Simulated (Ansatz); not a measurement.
## The gap of Be3N2 (R3m): a ladder of methods and an error budget

The study climbs from cheap functionals to G0W0 on Be3N2 (R3m) and then asks what each convergence step is worth.

Method: density functionals, hybrids, G0W0, plane waves, PAW, in Ansatz 0.2.0.

Report form: the programs' logs are mostly left out.

In doubt: masses and optical values from hybrid runs of this build are listed as unsure (step 11), which bears on the screening that GW takes from such a start.

## (1) The starting structure

It takes space group R3m (No. 160, trigonal). The conventional cell has a = 2.840 Å, b = 2.840 Å, c = 14.599 Å, α = 90.00°, β = 90.00°, γ = 120.00°. Nearest to Be lie 3 N at 1.65 Å. Be has 4 N at 1.66 to 1.84 Å nearest. Be has 4 N at 1.68 to 1.78 Å nearest. Nearest to N lie 5 Be at 1.65 to 1.68 Å. N has 6 Be at 1.78 to 1.84 Å nearest. Farther neighbours and most contacts between anions are not listed.

The cell and positions are those that the Materials Project relaxed with its own functionals (PBE, PBE+U or r2SCAN), kept fixed.

## (2) LDA bands

The cheap functional maps the bands first; the places of the edges decide which points the dearer methods must see.

This step: DFT, LDA, plane waves, PAW; PAW set soft_1.

Input file input.yaml:

```yaml
crystal:
  lattice:
    - [1.4198050555, 0.819724831, 4.8662156628]
    - [-1.4198050555, 0.819724831, 4.8662156628]
    - [0.0, -1.639449662, 4.8662156628]
  atoms:
    - { symbol: Be, position: [0.85900108, 0.85900108, 0.85900108] }
    - { symbol: Be, position: [0.31769456, 0.31769456, 0.31769456] }
    - { symbol: Be, position: [0.08880677, 0.08880677, 0.08880677] }
    - { symbol: "N", position: [0.20416268, 0.20416268, 0.20416268] }
    - { symbol: "N", position: [0.70843491, 0.70843491, 0.70843491] }
kpoints:
  mp_grid: { grid: [10, 10, 10] }
  band_path:
    path:
      - [[0.0, 0.0, 0.0], [-0.5, -0.5, -0.5], [-0.5, -0.1855841, -0.8144159]]
      - [[-0.1855841, 0.1855841, -0.5], [0.0, 0.0, -0.5], [0.0, 0.0, 0.0], [0.0, 0.34279205, -0.34279205]]
      - [[-0.34279205, 0.0, -0.65720795], [-0.5, 0.0, -0.5], [0.0, 0.0, 0.0]]
    npoints: 10
hamiltonian:
  xc: lda
  pseudopotentials: { kind: paw, azcp: { folder: soft_1 }, xc_functional: pbe }
scf:
  occupations: { method: fermi_dirac, width: 0.02 }
  n_extra_bands: 5
output:
  eigenvalues: true
  forces: true
  stress: true
  write_density: true
  write_potential: true
  elf: true
  volumetric_format: npy
```

The run is started by

```sh
> ansatz run input.yaml --threads 2 --pin off --max-ram 73728MiB --backend cuda --events-out ev --progress --plain --runs-dir out --devices 1 --max-vram 13GiB
```

Elapsed: 8.5 s, on 1 × NVIDIA H100 80GB HBM3 (shared by 6 runs) with 2 threads of AMD EPYC 7R13 (Zen 3), shared host; peak memory 0.96 GiB; 3.3 s of CPU time.

This step gave:

| Quantity | Value |
| --- | --- |
| pressure | -7.520 GPa |
| filled bands | 8 |
| gap | 2.703 eV |
| valence top at | Γ |
| conduction bottom at | F |
| least direct gap | 3.766 eV |

The gap is indirect, with the least direct gap 1.06 eV higher. The pressure of -8 GPa says that this functional would shrink the cell; it is kept.

The electronic bands at the labelled points (eV, zero at the top of the highest nominally filled band; v1 is the highest filled band, c1 the lowest empty one):

```csv
point,v4,v3,v2,v1,c1,c2,c3,c4
Γ,-1.20,-0.45,0.00,0.00,6.10,7.77,8.16,8.16
halfway,-1.11,-1.11,-0.15,-0.15,6.67,8.16,8.51,8.51
T,-0.98,-0.98,-0.34,-0.34,6.98,8.78,8.92,8.92
halfway,-3.97,-2.41,-1.66,-1.29,5.78,7.54,9.49,9.90
H2,-4.75,-3.70,-3.00,-1.83,4.98,6.78,9.90,11.56
jump to H0,-4.75,-3.70,-3.00,-1.83,4.98,6.78,9.90,11.56
halfway,-4.12,-3.85,-3.36,-2.16,6.13,7.41,9.12,11.09
L,-3.70,-3.08,-3.02,-2.10,5.45,6.54,10.22,10.38
halfway,-2.82,-2.24,-1.19,-1.05,6.68,7.39,9.50,10.12
Γ,-1.20,-0.45,0.00,0.00,6.10,7.77,8.16,8.16
halfway,-3.53,-3.09,-2.07,-0.65,7.09,8.02,9.32,9.69
S0,-4.89,-3.67,-3.06,-1.88,5.05,7.09,9.33,11.92
jump to S2,-4.89,-3.67,-3.06,-1.88,5.05,7.09,9.33,11.92
halfway,-4.63,-3.32,-2.23,-1.28,3.66,7.84,8.54,9.84
F,-3.51,-3.50,-1.34,-1.06,2.70,7.59,8.83,9.45
halfway,-3.13,-2.53,-0.78,-0.76,5.94,7.69,9.38,9.73
Γ,-1.20,-0.45,0.00,0.00,6.10,7.77,8.16,8.16
```

Electrostatic potential energy in the ac plane of the conventional cell at fractional y = 0.000, with atoms of Be and N within 0.2 Å of it. With pseudopotentials it is smooth inside the atoms' cores, unlike the true potential.

Values in eV, 24 rows by 14 columns, each cell a mean:
```
  3   4   5   7   7   7   5   5   6   7   7   7   5   3
-28 -24 -15  -3   4   7   8   8   8   7   3  -6 -17 -25
-27 -23 -15  -3   5   8   9  10   9   8   3  -6 -17 -25
 -8  -5   1   6   8   8   8   8   8   8   8   5   0  -6
-35 -33 -25  -7   6   7   6   5   6   7   4 -11 -27 -34
-24 -21 -11   2   9   9   9   9   9   9   8  -1 -13 -22
-12  -9  -3   4   8  10  10  11  10   9   7   3  -4 -10
-34 -31 -22  -7   4   8   9  10   9   7   2 -11 -24 -32
-11  -8  -3   3   6   7   7   6   7   7   6   2  -4  -9
  8   9   9   8   7   6   4   3   4   6   7   8   9   9
 11  10  10   9   8   6   5   5   5   7   8   9  10  10
 11  11  11  10   9   8   7   6   7   8   9  10  11  11
 12  12  12  10   8   6   4   3   4   6   9  11  12  12
 12  12  12  11  10   9   8   7   8   9  10  12  12  12
 12  12  12  11  10   8   7   7   8   9  10  11  12  12
  2   4   7   8   7   6   4   3   4   6   8   8   6   3
-33 -32 -23  -6   6   7   6   6   6   7   4 -10 -25 -32
-27 -25 -15  -1   6   6   5   4   5   6   5  -5 -17 -26
  6   7   8   8   7   6   5   5   5   7   8   8   8   6
-12  -9  -3   3   7   9   9   9   9   8   7   2  -4 -10
-34 -29 -20  -5   5   8   9   8   9   8   3  -9 -22 -31
-10  -7  -1   5   8  10  10  10  10   9   8   4  -2  -8
  9   9   9   9   9   9   8   8   8   9   9   9   9   9
 10  10   9   9   7   6   4   4   5   6   8   9   9  10
```
Columns run along a (2.8 Å; values clipped at the 3rd and 97th percentile), rows up along c (14.6 Å), edges of the conventional cell, whose origin can differ from the input's. Atoms in or near the plane, at fractional coordinates: Be at (0.00, 0.14), Be at (0.00, 0.68), Be at (0.00, 0.91), N at (0.00, 0.80), N at (0.00, 0.29).

ELF in the ac plane of the conventional cell at fractional y = 0.000, with atoms of Be and N within 0.2 Å of it. It is the smooth field of the valence electrons, not physical close to the nuclei.

Values, 24 rows by 14 columns, each cell a mean:
```
0.12 0.17 0.28 0.45 0.60 0.70 0.77 0.79 0.77 0.70 0.57 0.40 0.24 0.14
0.02 0.06 0.18 0.39 0.56 0.63 0.67 0.68 0.67 0.63 0.53 0.33 0.14 0.04
0.18 0.17 0.17 0.22 0.27 0.29 0.30 0.31 0.30 0.29 0.26 0.21 0.17 0.17
0.73 0.73 0.71 0.64 0.51 0.34 0.20 0.15 0.23 0.38 0.54 0.66 0.71 0.73
0.31 0.47 0.69 0.80 0.76 0.57 0.31 0.21 0.37 0.62 0.78 0.79 0.65 0.42
0.60 0.67 0.76 0.77 0.67 0.48 0.26 0.17 0.30 0.52 0.71 0.78 0.75 0.66
0.57 0.55 0.51 0.42 0.31 0.20 0.13 0.11 0.14 0.22 0.34 0.45 0.52 0.56
0.02 0.03 0.08 0.22 0.35 0.42 0.44 0.45 0.44 0.41 0.33 0.18 0.07 0.03
0.08 0.12 0.25 0.45 0.62 0.70 0.74 0.75 0.73 0.68 0.58 0.41 0.24 0.11
0.10 0.13 0.21 0.36 0.54 0.66 0.74 0.76 0.73 0.64 0.49 0.33 0.20 0.12
0.04 0.06 0.09 0.15 0.24 0.31 0.37 0.39 0.36 0.30 0.22 0.14 0.09 0.05
0.04 0.06 0.11 0.22 0.35 0.46 0.54 0.56 0.53 0.45 0.31 0.18 0.09 0.05
0.05 0.08 0.17 0.37 0.59 0.75 0.83 0.85 0.82 0.73 0.54 0.31 0.14 0.07
0.04 0.06 0.13 0.28 0.48 0.65 0.75 0.78 0.74 0.63 0.44 0.23 0.10 0.05
0.15 0.14 0.14 0.15 0.20 0.28 0.34 0.37 0.34 0.27 0.19 0.15 0.14 0.14
0.67 0.67 0.64 0.58 0.47 0.33 0.20 0.17 0.23 0.36 0.50 0.60 0.64 0.66
0.38 0.51 0.71 0.80 0.74 0.57 0.36 0.27 0.40 0.61 0.76 0.78 0.67 0.47
0.52 0.61 0.73 0.76 0.69 0.51 0.31 0.22 0.34 0.55 0.72 0.77 0.72 0.60
0.61 0.58 0.52 0.43 0.34 0.25 0.18 0.15 0.18 0.26 0.36 0.46 0.54 0.59
0.11 0.12 0.17 0.28 0.38 0.44 0.48 0.49 0.47 0.43 0.36 0.25 0.16 0.12
0.00 0.02 0.16 0.45 0.66 0.71 0.71 0.71 0.71 0.69 0.61 0.39 0.14 0.02
0.05 0.09 0.22 0.43 0.56 0.61 0.62 0.62 0.62 0.60 0.53 0.39 0.21 0.09
0.08 0.09 0.13 0.18 0.23 0.26 0.28 0.28 0.27 0.25 0.22 0.17 0.12 0.09
0.08 0.10 0.15 0.24 0.35 0.44 0.50 0.53 0.49 0.42 0.31 0.21 0.13 0.09
```
Columns run along a (2.8 Å), rows up along c (14.6 Å), edges of the conventional cell, whose origin can differ from the input's. Atoms in or near the plane, at fractional coordinates: Be at (0.00, 0.14), Be at (0.00, 0.68), Be at (0.00, 0.91), N at (0.00, 0.80), N at (0.00, 0.29).

## (3) r2SCAN

r2SCAN sits between gradient functionals and hybrids in what it does to gaps, at little more than semilocal cost.

This step: DFT, r2SCAN, plane waves, PAW; PAW set soft_1.

Input file input.yaml:

```yaml
crystal:
  lattice:
    - [1.4198050555, 0.819724831, 4.8662156628]
    - [-1.4198050555, 0.819724831, 4.8662156628]
    - [0.0, -1.639449662, 4.8662156628]
  atoms:
    - { symbol: Be, position: [0.85900108, 0.85900108, 0.85900108] }
    - { symbol: Be, position: [0.31769456, 0.31769456, 0.31769456] }
    - { symbol: Be, position: [0.08880677, 0.08880677, 0.08880677] }
    - { symbol: "N", position: [0.20416268, 0.20416268, 0.20416268] }
    - { symbol: "N", position: [0.70843491, 0.70843491, 0.70843491] }
kpoints:
  mp_grid: { grid: [10, 10, 10] }
  band_path:
    path:
      - [0.0, 0.0, 0.0]
      - [-0.5, -0.5, -0.5]
      - [-0.5, -0.1855841, -0.8144159]
      - [-0.1855841, 0.1855841, -0.5]
      - [0.0, 0.0, -0.5]
      - [0.0, 0.34279205, -0.34279205]
      - [-0.34279205, 0.0, -0.65720795]
      - [-0.5, 0.0, -0.5]
    npoints: 1
hamiltonian:
  xc: r2scan
  pseudopotentials: { kind: paw, azcp: { folder: soft_1 } }
scf:
  occupations: { method: fixed }
  n_extra_bands: 5
output:
  eigenvalues: true
  forces: true
  stress: true
```

Elapsed: 5.6 s, on 1 × NVIDIA H100 80GB HBM3 (shared by 6 runs) with 2 threads; peak memory 0.96 GiB.

This step gave:

```yaml
pressure: -1.117 GPa
gap: 3.413 eV
valence_top_at: Γ
conduction_bottom_at: F
least_direct_gap: 4.487 eV
```

The gap stands +0.71 eV against LDA.

## (4) HSE06

The screened hybrid is the usual rung above semilocal functionals: a quarter of exact exchange, cut off beyond a few ångström.

This step: DFT, HSE06, plane waves, PAW; PAW set soft_1.

input.yaml: that of step 3 with these lines changed.

```diff
@@ -12,3 +12,3 @@
 kpoints:
-  mp_grid: { grid: [10, 10, 10] }
+  mp_grid: { grid: [6, 6, 6] }
   band_path:
@@ -25,3 +25,3 @@
 hamiltonian:
-  xc: r2scan
+  xc: hse06
   pseudopotentials: { kind: paw, azcp: { folder: soft_1 } }
@@ -32,3 +32 @@
   eigenvalues: true
-  forces: true
-  stress: true
```

Elapsed: 18 s, on 1 × NVIDIA H100 80GB HBM3 (shared by 6 runs) with 2 threads; peak memory 1.5 GiB; 21 s of CPU time.

Numbers from this step:

- gap: 4.019 eV
- valence top at: Γ
- conduction bottom at: F
- least direct gap: 5.110 eV

The gap stands +1.32 eV against LDA.

## (5) PBE0

PBE0 differs from HSE06 by long-range exchange, so the pair shows what that tail is worth.

This step: DFT, PBE0, plane waves, PAW; PAW set soft_1.

input.yaml: that of step 4 with these lines changed.

```diff
@@ -25,3 +25,3 @@
 hamiltonian:
-  xc: hse06
+  xc: pbe0
   pseudopotentials: { kind: paw, azcp: { folder: soft_1 } }
```

The job ended after 12 s (1 × NVIDIA H100 80GB HBM3 (shared by 6 runs) with 2 threads; peak memory 1.5 GiB; 16 s of CPU time).

This step gave:

* gap: 4.756 eV
* valence top at: Γ
* conduction bottom at: F
* least direct gap: 5.848 eV

The gap stands +2.05 eV against LDA.

## (6) Dielectric tensor

The response to a uniform field gives ε∞, a yardstick for the screening that GW builds on its mesh.

This step: dielectric response by perturbation theory, LDA, plane waves, PAW; PAW set soft_1.

Input file input.yaml:

```yaml
crystal:
  lattice:
    - [1.4198050555, 0.819724831, 4.8662156628]
    - [-1.4198050555, 0.819724831, 4.8662156628]
    - [0.0, -1.639449662, 4.8662156628]
  atoms:
    - { symbol: Be, position: [0.85900108, 0.85900108, 0.85900108] }
    - { symbol: Be, position: [0.31769456, 0.31769456, 0.31769456] }
    - { symbol: Be, position: [0.08880677, 0.08880677, 0.08880677] }
    - { symbol: "N", position: [0.20416268, 0.20416268, 0.20416268] }
    - { symbol: "N", position: [0.70843491, 0.70843491, 0.70843491] }
kpoints:
  mp_grid: { grid: [8, 8, 8] }
hamiltonian:
  xc: lda
  pseudopotentials: { kind: paw, azcp: { folder: soft_1 }, xc_functional: pbe }
scf:
  occupations: { method: fixed }
dielectric: {}
```

Run time: 17 s. Hardware: 1 × NVIDIA H100 80GB HBM3 (shared by 6 runs) with 2 threads; peak memory 1.2 GiB.

This step gave:

- stated error of ε∞: 0.017

One over ε∞ averages 0.21, somewhat under the quarter of exact exchange in PBE0.

High-frequency dielectric tensor:

```
4.57 0.00 0.00
0.00 4.57 0.00
0.00 0.00 5.10
```

## (7) G0W0, 8×8×8 mesh, 44 empty bands, screening to 69 eV, PAW set soft_1 files

G0W0 replaces the xc potential by the self-energy, built once from these orbitals. Only a window of levels is corrected, while the sums run over the empty bands that the input names. This step takes PAW set soft_1 files.

This step: G0W0 on LDA, plane waves, PAW; PAW set soft_1.

input.yaml: that of step 6 with these lines changed.

```diff
@@ -18,2 +18,7 @@
   occupations: { method: fixed }
-dielectric: {}
+gw:
+  n_empty_bands: 44
+  ecut_chi: 69
+  qp_bands: [v2, c2]
+  qp_kpoints: band_edges
+  screening: { model: contour_deformation }
```

Run time: 47 s. Hardware: 1 × NVIDIA H100 80GB HBM3 (shared by 6 runs) with 2 threads; peak memory 1 GiB; 67 s of CPU time.

This step gave:

* bands summed: 52
* RPA ε∞ on this mesh (eigenvalues): 4.498, 4.498, 4.989
* plane waves in the screening matrix: 37
* G0W0 gap on the mesh: 3.863 eV
* k of the valence top: 0, 0, 0
* k of the conduction bottom: 0, -0.5, -0.5
* starting gap on the mesh: 2.703 eV
* least direct G0W0 gap on the computed points: 5.013 eV

The gap on the mesh goes from 2.70 eV to 3.86 eV, a correction of +1.16 eV. Between the two edge states, bare exchange in place of the xc potential would open the gap by 8.52 eV, and correlation takes back 7.36 eV.

## (8) G0W0, 8×8×8 mesh, 125 empty bands, screening to 138 eV, PAW set soft_1 files

Bands and screening cutoff are moved together, since each hides the error of the other.

input.yaml: that of step 7 with these lines changed.

```diff
@@ -19,4 +19,4 @@
 gw:
-  n_empty_bands: 44
-  ecut_chi: 69
+  n_empty_bands: 125
+  ecut_chi: 138
   qp_bands: [v2, c2]
```

Run time: 52 s. Hardware: 1 × NVIDIA H100 80GB HBM3 (shared by 6 runs) with 2 threads; peak memory 1.4 GiB.

Numbers from this step:

| Quantity | Value |
| --- | --- |
| bands summed | 133 |
| RPA ε∞ on this mesh (eigenvalues) | 4.387, 4.387, 4.881 |
| plane waves in the screening matrix | 129 |
| G0W0 gap on the mesh | 4.183 eV |
| k of the valence top | 0, 0, 0 |
| k of the conduction bottom | 0, -0.5, -0.5 |
| starting gap on the mesh | 2.703 eV |
| least direct G0W0 gap on the computed points | 5.271 eV |

Against the run with 8×8×8 mesh, 44 empty bands, screening to 69 eV, PAW set soft_1 files, the gap moves by +0.32 eV.

## (9) G0W0, 8×8×8 mesh, 269 empty bands, screening to 230 eV, PAW set soft_1 files

input.yaml: that of step 8 with these lines changed.

```diff
@@ -19,4 +19,4 @@
 gw:
-  n_empty_bands: 125
-  ecut_chi: 138
+  n_empty_bands: 269
+  ecut_chi: 230.0
   qp_bands: [v2, c2]
```

Run time: 2.1 min. Hardware: 1 × NVIDIA H100 80GB HBM3 (shared by 6 runs) with 2 threads; peak memory 2.1 GiB; 3 min of CPU time.

This step gave:

* bands summed: 277
* RPA ε∞ on this mesh (eigenvalues): 4.379, 4.379, 4.869
* plane waves in the screening matrix: 271
* q-points in the mesh: 512
* G0W0 gap on the mesh: 4.355 eV
* k of the valence top: 0, 0, 0
* k of the conduction bottom: 0, -0.5, -0.5
* starting gap on the mesh: 2.703 eV
* Z at the valence top: 0.7946
* Z at the conduction bottom: 0.8370
* least direct G0W0 gap on the computed points: 5.409 eV

Against the run with 8×8×8 mesh, 125 empty bands, screening to 138 eV, PAW set soft_1 files, the gap moves by +0.17 eV.

Limits: finite bands, cutoff and mesh. v1 is the top filled band, c1 the lowest empty one. The levels before and after the correction (eV, zero at the valence-band top of each column):

```csv
,conduction bottom,valence top
Kohn-Sham,2.70,0.00
G0W0,4.35,0.00
```

```csv
,level,occupation,energy (eV)
Kohn-Sham,Γ v2-v1,2,0.000
Kohn-Sham,Γ c1,0,6.105
Kohn-Sham,Γ c2,0,7.768
Kohn-Sham,(0 -0.5 -0.5) v2,2,-1.345
Kohn-Sham,(0 -0.5 -0.5) v1,2,-1.063
Kohn-Sham,(0 -0.5 -0.5) c1,0,2.703
Kohn-Sham,(0 -0.5 -0.5) c2,0,7.591
G0W0,Γ v2-v1,2,0.000
G0W0,Γ c1,0,7.787
G0W0,Γ c2,0,9.755
G0W0,(0 -0.5 -0.5) v2,2,-1.426
G0W0,(0 -0.5 -0.5) v1,2,-1.054
G0W0,(0 -0.5 -0.5) c1,0,4.355
G0W0,(0 -0.5 -0.5) c2,0,9.514
```

How the two edges are built up, in eV (the quasiparticle level is the starting level plus Σx plus Σc less Vxc):

```csv
run,edge,start,Σx,Σc,Vxc,Z,QP
52 bands,valence top,7.72,-22.13,3.56,-18.41,0.80,7.57
52 bands,conduction bottom,10.42,-6.81,-3.80,-11.62,0.84,11.43
133 bands,valence top,7.72,-22.13,3.02,-18.41,0.80,7.03
133 bands,conduction bottom,10.42,-6.81,-4.01,-11.62,0.84,11.21
277 bands,valence top,7.72,-22.13,2.76,-18.41,0.79,6.77
277 bands,conduction bottom,10.42,-6.81,-4.11,-11.62,0.84,11.12
```

## (10) G0W0@LDA, 6×6×6 mesh, 125 empty bands, screening to 138 eV, PAW set soft_1 files

Only the mesh changes. It samples the long-range screening, which converges on its own terms. Bands and cutoff differ from the step before, so it is read against an earlier run that matches them.

input.yaml: that of step 9 with these lines changed.

```diff
@@ -12,3 +12,3 @@
 kpoints:
-  mp_grid: { grid: [8, 8, 8] }
+  mp_grid: { grid: [6, 6, 6] }
 hamiltonian:
@@ -19,4 +19,4 @@
 gw:
-  n_empty_bands: 269
-  ecut_chi: 230.0
+  n_empty_bands: 125
+  ecut_chi: 138
   qp_bands: [v2, c2]
```

The job ended after 19 s (1 × NVIDIA H100 80GB HBM3 (shared by 6 runs) with 2 threads; peak memory 1.1 GiB; 24 s of CPU time).

Numbers from this step:

```yaml
bands_summed: 133
rpa_eps_infinity_on_this_mesh_eigenvalues: 4.437, 4.437, 4.885
plane_waves_in_the_screening_matrix: 129
g0w0_gap_on_the_mesh: 4.184 eV
k_of_the_valence_top: 0, 0, 0
k_of_the_conduction_bottom: 0, -0.5, -0.5
starting_gap_on_the_mesh: 2.702 eV
least_direct_g0w0_gap_on_the_computed_points: 5.270 eV
```

Against the run with 8×8×8 mesh, 125 empty bands, screening to 138 eV, PAW set soft_1 files, the gap moves by +0.001 eV.

## (11) G0W0@HSE06, 8×8×8 mesh, 125 empty bands, screening to 138 eV, PAW set soft_1 files

One-shot GW remembers its start. Another functional's orbitals and levels show by how much.

This step: G0W0 on HSE06, plane waves, PAW; PAW set soft_1.

input.yaml: that of step 10 with these lines changed.

```diff
@@ -12,6 +12,6 @@
 kpoints:
-  mp_grid: { grid: [6, 6, 6] }
+  mp_grid: { grid: [8, 8, 8] }
 hamiltonian:
-  xc: lda
-  pseudopotentials: { kind: paw, azcp: { folder: soft_1 }, xc_functional: pbe }
+  xc: hse06
+  pseudopotentials: { kind: paw, azcp: { folder: soft_1 } }
 scf:
```

It took 2 min on 1 × NVIDIA H100 80GB HBM3 (shared by 6 runs) with 2 threads; peak memory 2.2 GiB.

This step gave:

| Quantity | Value |
| --- | --- |
| bands summed | 133 |
| RPA ε∞ on this mesh (eigenvalues) | 3.751, 3.751, 4.063 |
| plane waves in the screening matrix | 129 |
| G0W0 gap on the mesh | 4.691 eV |
| k of the valence top | 0, 0, 0 |
| k of the conduction bottom | 0, -0.5, -0.5 |
| starting gap on the mesh | 4.018 eV |
| least direct G0W0 gap on the computed points | 5.803 eV |

Against the run with 8×8×8 mesh, 125 empty bands, screening to 138 eV, PAW set soft_1 files on LDA, the gap moves by +0.51 eV, while the start moved by +1.32 eV.

[end of part 1 of 2]

[Paths, hosts, dates, memory and timing lines, banners, echoed tables and standing remarks are left out of the program output.]

[Logs are printed without paths, hosts, clocks, repeated set-up lines and the standing remarks that a program may print on its own settings, such as how far it seeks lower states.]

[Runs of the session that timed out or met a known fault of the program may be left out.]

[Cells called generated may have been cut or substituted from an entry of the Crystallography Open Database or the Materials Project.]

[Hosts, paths, dates, database ids (printed as entryN), source tags and the programs' standing remarks are cut or masked in the printed files.]
